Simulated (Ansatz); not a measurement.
## TlCuAg2O4, from a guessed structure to a relaxed one

Starting from a made-up structure for TlCuAg2O4, the aim is the relaxed cell, its shortest contacts and, where a second run follows, its electronic structure.

Method: DFT, PBE, plane-wave PAW, files of the set soft_1, scalar-relativistic, ferromagnetic start, cell and ions relaxed at zero pressure; PAW set soft_1, in the first sound run; inputs show where later runs differ, in Ansatz 0.2.0.

## Step 1: The starting structure

The structure is monoclinic, space group P2/m (No. 10). Conventional cell: a = 5.859 Å, b = 3.382 Å, c = 5.900 Å, α = 90.00°, β = 109.92°, γ = 90.00°. Tl has 6 O at 2.35 to 2.36 Å nearest. Ag has 6 O at 2.44 to 2.46 Å nearest. Nearest to Ag lie 6 O at 2.43 to 2.55 Å. Nearest to Cu lie 6 O at 2.27 to 2.35 Å. Nearest to O lie 2 Cu at 2.35 Å and 1 Tl at 2.36 Å and 3 Ag at 2.43 to 2.46 Å. O has 1 Cu at 2.27 Å and 2 Tl at 2.35 Å and 3 Ag at 2.44 to 2.55 Å nearest. Farther neighbours and most contacts between anions are not listed.

## Step 2: Relaxing cell and atoms

The guess takes its coordinates from another compound and its volume from a rule, so the cell and any free coordinates are relaxed together.

The input, input.yaml:

```yaml
crystal:
  lattice:
    - [5.859, 0.0, 0.0]
    - [0.0, 3.382, 0.0]
    - [-2.010175736, 0.0, 5.546998604]
  atoms:
    - { symbol: Tl, position: [0.5, 0.5, 0.0] }
    - { symbol: Ag, position: [0.0, 0.5, 0.5] }
    - { symbol: Ag, position: [0.0, 0.0, 0.0] }
    - { symbol: Cu, position: [0.5, 0.0, 0.5], spin: 0.6 }
    - { symbol: O, position: [0.737, 0.5, 0.7478] }
    - { symbol: O, position: [0.7253, 0.0, 0.2543] }
    - { symbol: O, position: [0.263, 0.5, 0.2522] }
    - { symbol: O, position: [0.2747, 0.0, 0.7457] }
magnetization:
  spin_polarized: true
kpoints:
  mp_grid: { grid: [5, 8, 5] }
scf:
  occupations: { method: fermi_dirac, width: 0.05 }
hamiltonian:
  xc: pbe
  pseudopotentials: { kind: paw, azcp: { folder: soft_1 } }
relax:
  f_tol: 0.015
  max_steps: 70
  cell: {}
output:
  forces: true
  stress: true
```

On the command line:

```console
$ ansatz run input.yaml --threads 4 --pin off --max-ram 10240MiB --backend cpu --events-out ev --progress --plain --runs-dir out
```

Numbers of over 12 decimals in the logs are rounded to 6 here.

Output:

```text
Engine: ansatz 0.2.0, x86_64-unknown-linux-gnu
Pseudopotentials: kind: paw
Pseudopotential: Tl, paw, valence charge 13, recommended cutoff 420 eV (normal), soft_1/Tl.paw.azcp
Pseudopotential: Ag, paw, valence charge 19, recommended cutoff 420 eV (normal), soft_1/Ag.paw.azcp
Pseudopotential: Cu, paw, valence charge 19, recommended cutoff 420 eV (normal), soft_1/Cu.paw.azcp
Pseudopotential: O, paw, valence charge 6, recommended cutoff 420 eV (normal), soft_1/O.paw.azcp
Functional definition: PBE
  parameter kappa = 0.804
  parameter beta = 0.066725
  exchange = pbe_x(kappa = kappa, mu = beta*pi^2/3)
  correlation = pbe_c(beta = beta)
Crystal: 8 atoms, lattice volume = 109.915 Å³
Basis set: ecut = 420 eV, 2145 PW (Γ), exchange–correlation on 80×48×80 points (8 copies of the dense FFT grid, shifted against one another)
Bands: 57, of which v1, the nominal top of the filled ones, is band 47 counted from 1 (46 counted from 0)
Symmetry: 4 space group operations
Space group: P2/m (ITA 10), of the structure as read, at distance tolerance 4.8e-5 Å
Magnetic group: BNS 10.42 (UNI 49), of the structure as read, at distance tolerance 4.8e-5 Å
k-points: 65 of 200
Non-local potential: Tl, projectors of the file, l = 0: 2, l = 1: 2, l = 2: 2, l = 3: 1
Non-local potential: Ag, projectors of the file, l = 0: 3, l = 1: 2, l = 2: 2, l = 3: 1
Non-local potential: Cu, projectors of the file, l = 0: 3, l = 1: 2, l = 2: 3, l = 3: 1
Non-local potential: O, projectors of the file, l = 0: 2, l = 1: 2, l = 2: 1
PAW form: soft (Blöchl's): semilocal exchange-correlation on the pseudo side does not see the compensation charge
PAW one-centre angular grid: Tl, 590 points (default); XC on 64 Gauss nodes
PAW one-centre angular grid: Ag, 590 points (default); XC on 64 Gauss nodes
PAW one-centre angular grid: Cu, 590 points (default); XC on 64 Gauss nodes
PAW one-centre angular grid: O, 110 points (default); XC on 64 Gauss nodes
Initial density: superposition of atomic densities (chi_scale 0.1, normalization cell, long waves kept (reshape's long-wave potential 0.08 eV rms))
Starting moments: Σ|m| = 0.6 μB on 1 of 8 sites
Initial wavefunctions: pseudopotential atomic-orbital guess
Functional: x = pbe(κ = 0.804, μ = 0.219515), c = pbe(β = 0.066725)
SCF iter   1: F=—  HF=-35515.323324 eV  |F-HF|=—  |Δ(HF+E_count)|=         —  Δρ=5.15e-2 (↑5.15e-2 ↓4.91e-2)  dr2=1.02e1  dr2_m=4.52e-2  M=0.615 μB ∫|m|=0.624 μB  β_m=0.30  ethr=3.10e-3  ⟨swp⟩=5.7  Hψ=23856  notcnv=0  defer=4
preconditioner: auto → Kerker (q_TF=auto, 2.658 Å⁻¹)  [metal: Δε(μ)=0.006 eV  Ē_g=11.426 eV  σ=0.050 eV  W_gap=0.03  n_scr=36 (ndim 8)  ℏωp=29.6 eV  f_vac=0.000  D(μ)=4.58/eV (n_scr^D=36)]
spin=Collinear: Kerker preconditioning applied to the charge; magnetization (m = ρ↑ − ρ↓) channel mixes plain (no charge-response kernel on spin).
SCF iter   2: F=—  HF=-35514.276174 eV  |F-HF|=—  |Δ(HF+E_count)|=    1.05e0  Δρ=4.09e-2 (↑1.96e-2 ↓4.09e-2)  dr2=2.12e0  dr2_m=3.36e-1  M=0.364 μB ∫|m|=0.375 μB  β_m=0.30  ethr=3.10e-3  ⟨swp⟩=2.0  Hψ=11778  notcnv=0  defer=452
SCF iter   3: F=—  HF=-35514.195861 eV  |F-HF|=—  |Δ(HF+E_count)|=   8.03e-2  Δρ=4.80e-2 (↑3.01e-2 ↓4.80e-2)  dr2=6.56e0  dr2_m=1.03e-1  M=0.801 μB ∫|m|=0.812 μB  β_m=1.00  ethr=2.26e-3  ⟨swp⟩=2.0  Hψ=10628  notcnv=0  defer=474
SCF iter   4: F=—  HF=-35513.898851 eV  |F-HF|=—  |Δ(HF+E_count)|=   2.97e-1  Δρ=1.54e-2 (↑1.54e-2 ↓8.83e-3)  dr2=4.70e-1  dr2_m=8.77e-2  M=0.725 μB ∫|m|=0.745 μB  β_m=0.30  ethr=2.26e-3  ⟨swp⟩=2.0  Hψ=9220  notcnv=0  defer=469
SCF iter   5: F=—  HF=-35513.888830 eV  |F-HF|=—  |Δ(HF+E_count)|=   1.00e-2  Δρ=1.32e-2 (↑1.32e-2 ↓3.61e-3)  dr2=3.52e-1  dr2_m=4.11e-2  M=0.739 μB ∫|m|=0.763 μB  β_m=0.30  ethr=5.00e-4  ⟨swp⟩=2.7  Hψ=12854  notcnv=0  defer=468
SCF iter   6: F=—  HF=-35513.872808 eV  |F-HF|=—  |Δ(HF+E_count)|=   1.60e-2  Δρ=1.79e-2 (↑5.44e-3 ↓1.79e-2)  dr2=1.72e-1  dr2_m=1.24e-1  M=0.662 μB ∫|m|=0.689 μB  β_m=0.30  ethr=3.75e-4  ⟨swp⟩=2.0  Hψ=7647  notcnv=0  defer=468
SCF iter   7: F=—  HF=-35513.880544 eV  |F-HF|=—  |Δ(HF+E_count)|=   7.74e-3  Δρ=1.51e-2 (↑3.34e-3 ↓1.51e-2)  dr2=1.24e-1  dr2_m=8.11e-2  M=0.643 μB ∫|m|=0.674 μB  β_m=0.30  ethr=1.83e-4  ⟨swp⟩=1.1  Hψ=8482  notcnv=0  defer=462
SCF iter   8: F=—  HF=-35513.883004 eV  |F-HF|=—  |Δ(HF+E_count)|=   2.46e-3  Δρ=5.85e-3 (↑5.85e-3 ↓4.61e-3)  dr2=1.15e-2  dr2_m=2.52e-2  M=0.664 μB ∫|m|=0.697 μB  β_m=0.30  ethr=1.32e-4  ⟨swp⟩=2.0  Hψ=8616  notcnv=0  defer=462
SCF iter   9: F=—  HF=-35513.883552 eV  |F-HF|=—  |Δ(HF+E_count)|=   5.48e-4  Δρ=4.56e-3 (↑4.56e-3 ↓3.60e-3)  dr2=2.65e-3  dr2_m=1.62e-2  M=0.667 μB ∫|m|=0.702 μB  β_m=0.30  ethr=1.23e-5  ⟨swp⟩=1.0  Hψ=7050  notcnv=0  defer=462
SCF iter  10: F=—  HF=-35513.885438 eV  |F-HF|=—  |Δ(HF+E_count)|=   1.89e-3  Δρ=4.17e-3 (↑4.17e-3 ↓1.30e-3)  dr2=6.70e-3  dr2_m=7.37e-3  M=0.678 μB ∫|m|=0.714 μB  β_m=1.00  ethr=2.82e-6  ⟨swp⟩=2.0  Hψ=9693  notcnv=0  defer=462
SCF iter  11: F=—  HF=-35513.886281 eV  |F-HF|=—  |Δ(HF+E_count)|=   8.44e-4  Δρ=1.38e-3 (↑1.38e-3 ↓3.67e-4)  dr2=1.90e-3  dr2_m=4.46e-4  M=0.685 μB ∫|m|=0.728 μB  β_m=0.30  ethr=2.82e-6  ⟨swp⟩=2.0  Hψ=12760  notcnv=0  defer=464
SCF iter  12: F=—  HF=-35513.886752 eV  |F-HF|=—  |Δ(HF+E_count)|=   4.71e-4  Δρ=1.06e-3 (↑1.06e-3 ↓7.01e-4)  dr2=1.69e-4  dr2_m=7.70e-4  M=0.683 μB ∫|m|=0.727 μB  β_m=0.30  ethr=2.02e-6  ⟨swp⟩=1.0  Hψ=6931  notcnv=0  defer=464
Mixer restart at iter 12: flushing history
spin-set hold released at iteration 12 (site moments contracting): the magnetisation degrees of freedom join the quasi-Newton model from the next iteration; the mixer history was flushed
SCF iter  13: F=—  HF=-35513.887165 eV  |F-HF|=—  |Δ(HF+E_count)|=   4.13e-4  Δρ=1.47e-3 (↑6.98e-4 ↓1.47e-3)  dr2=5.56e-4  dr2_m=1.18e-3  M=0.680 μB ∫|m|=0.725 μB  β_m=0.30  ethr=1.79e-7  ⟨swp⟩=2.1  Hψ=9986  notcnv=0  defer=464
SCF iter  14: F=—  HF=-35513.887331 eV  |F-HF|=—  |Δ(HF+E_count)|=   1.66e-4  Δρ=9.57e-4 (↑9.57e-4 ↓8.10e-4)  dr2=3.49e-5  dr2_m=7.82e-4  M=0.680 μB ∫|m|=0.726 μB  β_m=0.15  ethr=1.79e-7  ⟨swp⟩=2.0  Hψ=12817  notcnv=0  defer=464
SCF iter  15: F=—  HF=-35513.887656 eV  |F-HF|=—  |Δ(HF+E_count)|=   3.25e-4  Δρ=1.05e-3 (↑6.53e-4 ↓1.05e-3)  dr2=1.87e-4  dr2_m=7.24e-4  M=0.676 μB ∫|m|=0.723 μB  β_m=0.30  ethr=3.72e-8  ⟨swp⟩=2.0  Hψ=13003  notcnv=0  defer=464
SCF iter  16: F=—  HF=-35513.888006 eV  |F-HF|=—  |Δ(HF+E_count)|=   3.51e-4  Δρ=5.00e-4 (↑5.00e-4 ↓3.10e-4)  dr2=5.04e-5  dr2_m=1.60e-4  M=0.667 μB ∫|m|=0.717 μB  β_m=0.53  ethr=3.72e-8  ⟨swp⟩=2.1  Hψ=13160  notcnv=0  defer=464
[...]
relax step  11: F+E_penalty+E_count = -35514.71191620 eV  Δ(F+E_penalty+E_count) = -1.993e-4 eV  max|allowed force component| = 4.116e-3 eV/Å  Δτ_max = 0.0083 Å  P = -0.000 GPa  Ω = 105.919 Å³  energy of the carried Pulay correction = +7.343e-3 eV  (14 SCF iters, accepted)
relax step  12: F+E_penalty+E_count = -35514.72840373 eV  Δ(F+E_penalty+E_count) = -1.649e-2 eV  max|allowed force component| = 5.803e-3 eV/Å  Δτ_max = 0.0000 Å  P = +0.225 GPa  Ω = 105.919 Å³  stress off target by 8.64e-1 GPa  SCF on the basis re-selected at this cell (its energy is not comparable with the rows above)  (12 SCF iters)
relax step  13: F+E_penalty+E_count = -35514.73261665 eV  Δ(F+E_penalty+E_count) = -4.213e-3 eV  max|allowed force component| = 1.600e-2 eV/Å  Δτ_max = 0.0172 Å  P = +0.072 GPa  Ω = 106.114 Å³  energy of the carried Pulay correction = -4.392e-4 eV  (14 SCF iters, dr2 threshold 8.00e-7 eV, accepted)
relax step  14: F+E_penalty+E_count = -35514.73324703 eV  Δ(F+E_penalty+E_count) = -6.304e-4 eV  max|allowed force component| = 7.488e-3 eV/Å  Δτ_max = 0.0141 Å  P = +0.004 GPa  Ω = 106.153 Å³  energy of the carried Pulay correction = -5.382e-4 eV  (17 SCF iters, dr2 threshold 1.53e-7 eV, accepted)
relax step  15: F+E_penalty+E_count = -35514.73442832 eV  Δ(F+E_penalty+E_count) = -1.181e-3 eV  max|allowed force component| = 7.418e-3 eV/Å  Δτ_max = 0.0000 Å  P = +0.019 GPa  Ω = 106.153 Å³  stress off target by 6.73e-2 GPa  SCF on the basis re-selected at this cell (its energy is not comparable with the rows above)  (9 SCF iters)
relax step  16: F+E_penalty+E_count = -35514.73425333 eV  Δ(F+E_penalty+E_count) = +1.750e-4 eV  max|allowed force component| = 2.865e-2 eV/Å  Δτ_max = 0.0055 Å  P = -0.013 GPa  Ω = 106.215 Å³  energy of the carried Pulay correction = -1.282e-4 eV  (11 SCF iters, dr2 threshold 1.13e-8 eV, rejected (line search))
relax step  17: F+E_penalty+E_count = -35514.73443708 eV  Δ(F+E_penalty+E_count) = -8.764e-6 eV  max|allowed force component| = 2.573e-3 eV/Å  Δτ_max = 0.0014 Å  P = -0.004 GPa  Ω = 106.175 Å³  energy of the carried Pulay correction = -4.534e-5 eV  (13 SCF iters, accepted)
iter 1 solved again at ethr=8.12e-8 eV; its pass at ethr=3.10e-3 eV (dr2=7.64e-5 eV) is discarded
SCF iter   1: F=—  HF=-35514.734420 eV  |F-HF|=—  |Δ(HF+E_count)|=         —  Δρ=4.17e-5 (↑4.17e-5 ↓4.17e-5)  dr2=1.55e-7  dr2_m=1.09e-11  M=-0.000 μB ∫|m|=0.000 μB  β_m=0.30  ethr=8.12e-8  ⟨swp⟩=3.0  Hψ=44480  notcnv=0
preconditioner: auto → Kerker (q_TF=auto, 2.673 Å⁻¹)  [metal: Δε(μ)=0.022 eV  Ē_g=11.547 eV  σ=0.050 eV  W_gap=0.11  n_scr=32 (ndim 8)  ℏωp=30.2 eV  f_vac=0.000  D(μ)=2.31/eV (n_scr^D=10)]
spin=Collinear: Kerker preconditioning applied to the charge; magnetization (m = ρ↑ − ρ↓) channel mixes plain (no charge-response kernel on spin).
SCF iter   2: F=—  HF=-35514.734459 eV  |F-HF|=—  |Δ(HF+E_count)|=   3.87e-5  Δρ=2.94e-5 (↑2.94e-5 ↓2.94e-5)  dr2=7.80e-8  dr2_m=9.43e-12  M=-0.000 μB ∫|m|=0.000 μB  β_m=0.65  ethr=1.65e-10  ⟨swp⟩=2.1  Hψ=12610  notcnv=0
SCF iter   3: F=—  HF=-35514.734493 eV  |F-HF|=—  |Δ(HF+E_count)|=   3.38e-5  Δρ=6.10e-6 (↑5.93e-6 ↓6.10e-6)  dr2=1.18e-7  dr2_m=8.16e-12  M=-0.000 μB ∫|m|=0.000 μB  β_m=0.41  ethr=8.30e-11  ⟨swp⟩=2.0  Hψ=10795  notcnv=0
SCF iter   4: F=—  HF=-35514.734493 eV  |F-HF|=—  |Δ(HF+E_count)|=   1.54e-8  Δρ=5.31e-7 (↑5.31e-7 ↓4.50e-7)  dr2=7.29e-10  dr2_m=8.22e-12  M=-0.000 μB ∫|m|=0.000 μB  β_m=0.36  ethr=8.30e-11  ⟨swp⟩=2.0  Hψ=8200  notcnv=0
SCF iter   5: F=—  HF=-35514.734493 eV  |F-HF|=—  |Δ(HF+E_count)|=   2.59e-7  Δρ=2.23e-7 (↑2.12e-7 ↓2.23e-7)  dr2=9.86e-11  dr2_m=8.02e-12  M=-0.000 μB ∫|m|=0.000 μB  β_m=0.57  ethr=1.00e-12  ⟨swp⟩=2.0  Hψ=12016  notcnv=0
SCF iter   6: F=-35514.734493 eV  HF=-35514.734493 eV  |F-HF|=7.28e-12  |Δ(HF+E_count)|=  1.60e-10  Δρ=1.82e-7 (↑6.54e-8 ↓1.82e-7)  dr2=2.93e-11  dr2_m=7.45e-12  M=-0.000 μB ∫|m|=0.000 μB  ethr=1.00e-12  ⟨swp⟩=3.1  Hψ=19415  notcnv=0
the starting moments were not kept: the SCF closed with an absolute magnetisation of 4.5e-5 μB, where they sum to 0.6 μB in size (1 site). That is at most 0.1 of that sum.
SCF 18 converged in 6 iterations: F = -35514.734493 eV  dr2 = 2.93e-11
relax step  18: F+E_penalty+E_count = -35514.73449270 eV  Δ(F+E_penalty+E_count) = -5.562e-5 eV  max|allowed force component| = 2.588e-3 eV/Å  Δτ_max = 0.0000 Å  P = -0.005 GPa  Ω = 106.175 Å³  stress off target by 2.94e-2 GPa  SCF on the basis re-selected at this cell (its energy is not comparable with the rows above)  (6 SCF iters)
basis re-selected at this cell: Δ(F+E_penalty+E_count) = -5.562e-5 eV, ΔP = -0.000 GPa vs the last step (what re-selecting the basis moved, of the pressure what is left beyond the Pulay correction that the steps carried, after the strain that the cell walked since its last selection, with what the two solves' SCF thresholds leave and, on support functions, any second-order correction that the steps lacked; it is no m [...]
SCF converged after 6 iterations
Magnetization: -0.0000 μB (47.0000 up, 47.0000 down)
Absolute magnetization: 0.0000 μB (∫|ρ↑−ρ↓|, with the PAW one-centre terms)
Spin contamination: 0.0000 ħ² per cell (⟨S²⟩ above its minimum at these occupations)
Per-site moments (μB) at R_I (Å): [(2.000633233508725e-8, 0.959598), (-9.500944613789345e-8, 0.989869), (4.733309240973535e-6, 0.914602), (-2.5285319829028254e-5, 0.788613), (-1.809799122696684e-7, 0.914602), (-3.1354456962619185e-6, 0.788613), (-1.80979912253067e-7, 0.914602), (-3.135445696253987e-6, 0.788613)]
Free energy (F): -35514.734493 eV
Harris-Foulkes:  -35514.734493 eV  (|F-HF|=7.28e-12)
Internal energy: -35514.714193 eV  (E = F + TS)
E sigma→0 (E₀):  -35514.724343 eV
Entropy (-TS):   -0.020299 eV (-2.537 meV/atom)
Fermi energy:    11.282612 eV
--- Per-component energies (eV) ---
  E_band       = -1004.443510
  E_kinetic    = 2123.723115
  E_local      = -12159.149268  (includes V_loc(G=0)·N_el)
  E_nonlocal   = 1483.812634
  E_hartree    = 5334.446039
  E_xc         = -848.124188
  E_vxc        = -966.363417  (∫ρ·V_xc dr)
  E_paw        = -20564.560905  (= ΣΔE_a)
  E_vpaw       = -2155.363605  (= ΣTr[D̂ρ^β])
  E_aug_tail   = 0.004591  (compensation charges beyond the density's cutoff)
  E_ewald      = -10884.866212
  E_smearing   = -0.020299  (= −TS)
  E_closure    = -0.000000  (closes the sum)
  Σ components = -35514.734493   (vs F -35514.734493, Δ=0.00e0)
--- Forces (eV/Å), atoms counted from 1 ---
  atom   1  Tl     0.00000000     0.00000000     0.00000000
  atom   2  Ag     0.00000000     0.00000000    -0.00000000
  atom   3  Ag    -0.00000000     0.00000000     0.00000000
  atom   4  Cu     0.00000000     0.00000000    -0.00000000
  atom   5  O     -0.00004511     0.00000000    -0.00095441
  atom   6  O     -0.00258818     0.00000000     0.00132519
  atom   7  O      0.00004511     0.00000000     0.00095441
  atom   8  O      0.00258818     0.00000000    -0.00132519
  max |Σ_I F_I| component: 4.34e-19 eV/Å
--- Stress (GPa, compression-positive) ---
        0.022497       0.000000      -0.015799
        0.000000      -0.011767       0.000000
       -0.015799       0.000000      -0.024542
  P = ⅓ Tr σ = -0.0046 GPa (-0.046 kbar)
--- Relaxed structure (15 steps of the walk, 13 accepted, 3 SCFs on fresh bases) ---
  F+E_penalty+E_count = -35514.73449270 eV   max|allowed force component| = 2.588e-3 eV/Å   (the final SCF, on the basis selected at the relaxed cell)
  cell:  # Å, volume = 106.1747 Å³
    - [6.409691, 0, -0.304875]
    - [0, 3.257038, 0]
    - [-2.487754, 0, 5.204149]
  atoms:
    - { symbol: Tl, position: [0.5, 0.500000, 0.0] }
    - { symbol: Ag, position: [-2.7755575615628914e-17, 0.500000, 0.5] }
    - { symbol: Ag, position: [-1.629385068266702e-19, 0, -4.715410851618249e-19] }
    - { symbol: Cu, position: [0.500000, 0, 0.5] }
    - { symbol: O, position: [0.741644, 0.500000, 0.800840] }
    - { symbol: O, position: [0.688366, 0, 0.323957] }
    - { symbol: O, position: [0.258356, 0.500000, 0.199160] }
    - { symbol: O, position: [0.311634, 0, 0.676043] }
```

Wall time 3 min (4 threads of Intel Xeon Platinum 8488C (Sapphire Rapids), shared host); peak memory 0.97 GiB; 12 min of CPU time.

Relaxation path:

```
step  energy less that of the first step (eV)  largest force component (eV/Å)  pressure (GPa)  volume (Å³)
   1                                   0.0000                          0.6147           -6.62       109.91
   2                                  -0.3043                          0.5640            0.31       103.00
   3                                  -0.5027                          0.3459            3.71       100.55
   4                                  -0.6575                          0.1904           -0.42       104.85
   5                                  -0.7052                          0.5497           -0.68       106.15
   6                                  -0.7706                          0.1536           -3.10       107.88
   7                                  -0.8148                          0.1043           -0.99       106.32
   8                                  -0.8220                          0.0493            0.19       105.44
   9                                  -0.8235                          0.0217           -0.03       105.84
  10                                  -0.8231                          0.0284           -0.05       106.09
  11                                  -0.8237                          0.0041            0.00       105.92
 12*                                  -0.8402                          0.0058            0.23       105.92
  13                                  -0.8444                          0.0160            0.07       106.11
  14                                  -0.8451                          0.0075            0.00       106.15
 15*                                  -0.8463                          0.0074            0.02       106.15
  16                                  -0.8461                          0.0287           -0.01       106.22
  17                                  -0.8463                          0.0026            0.00       106.17
 18*                                  -0.8463                          0.0026            0.00       106.17
```

Relaxation steps marked * repeat the geometry before them on a plane-wave basis chosen anew for their cell, so energy and pressure can jump there. Relaxation steps 10, 16 were tried and not accepted.

Forces are held to the 4 operations that the run works with; a distortion that breaks them can't arise in this run.

```
     cell as run  before   after  change
           a (Å)   5.859   6.417  +9.5 %
           b (Å)   3.382   3.257  -3.7 %
           c (Å)   5.900   5.768  -2.2 %
           β (°)  109.92  118.27  +7.6 %
volume (Å³/atom)   13.74   13.27  -3.4 %
```

The atoms that moved most (Å, as changes of fractional coordinates times the final cell):

```
atom      dx     dy      dz  length
  O6  -0.410  0.000   0.374   0.555
  O8   0.410  0.000  -0.374   0.555
  O5  -0.102  0.000   0.275   0.293
  O7   0.102  0.000  -0.275   0.293
```

Numbers from this step:

| Quantity | Value |
| --- | --- |
| free energy | -35514.7345 eV |
| energy at zero smearing | -35514.7243 eV |
| smearing term TS | 0.02030 eV |
| Fermi energy | 11.28 eV |
| electrons | 94 |
| symmetry operations | 4 |
| pressure | -0.004604 GPa |

The shortest distance of each pair, which need not be the same contact before and after:

```
 pair  guess (Å)  relaxed (Å)
 Cu–O      2.269        1.912
 Ag–O      2.426        2.217
 O–Tl      2.346        2.326
  O–O      3.190        2.984
Ag–Tl      3.376        3.138
```

The relaxation ends with a largest force component of 0.0026 eV/Å and a pressure of 0.00 GPa. No moment survives the cycle: this start ends non-magnetic.

[end of part 1 of 2]

[Logs are printed without paths, hosts, clocks, repeated set-up lines and the standing remarks that a program may print on its own settings, such as how far it seeks lower states.]

[Hosts, paths, dates, database ids (printed as entryN), source tags and the programs' standing remarks are cut or masked in the printed files.]
